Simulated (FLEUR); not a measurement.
# Calculated records

```
! title: Cr (Chromium): parallel and opposed starts
! method: LDA (VWN); all-electron FLAPW, Dirac cores, scalar-relativistic bands (and 1 further level or step)
! program: FLEUR MaX-R8.1
! settings of one run: kmax 3.6 1/bohr, gmax 10.8 1/bohr, muffin tin radii Cr: 2.3 bohr, lmax Cr: [8, 6], hist occupations, smearing width 0.05 eV, mixer Anderson, mixing 0.05, max iterations 90, stop 2.00e-5 me/bohr³, collinear spin, 7×14×14 k-mesh, mesh matched on, starting moments 2.5 -2.5 μB
! cost: 5 runs, 5 min in all on 4 MPI ranks of AMD EPYC 9R45, shared host (the runs of this entry)
! notes: This is the lowest of 4 finished starts, no proof of the ground state.
! lowest state found: antiferromagnetic (initial antiferro q=(1/2,1/2,1/2) +-)
! largest site spin moment: 0.662 μB
! next finished state: non-magnetic, 2.78 meV a seeded atom higher
! energy gained by spin polarisation: 2.78 meV a seeded atom
! orbital moment on the atom of largest spin, along its spin (spin–orbit run): -0.00494 μB
CELL_PARAMETERS angstrom
-2.88390 2.88390 2.88390
0.00000 0.00000 2.88390
0.00000 2.88390 0.00000
ATOMIC_POSITIONS crystal
Cr 0.00000 0.00000 0.00000
Cr 0.50000 0.00000 0.00000
```

[Logs and program files are shortened in this print: banners, set-up blocks, solver, clock and traceback lines can be left out without a mark of their own.]

[Logs are printed without paths, hosts, clocks, repeated set-up lines and the standing remarks that a program may print on its own settings, such as how far it seeks lower states.]

[Hosts, paths, dates, database ids (printed as entryN), source tags and the programs' standing remarks are cut or masked in the printed files.]

[Where a cell is said to come from a database of computed structures, the database is the Materials Project.]
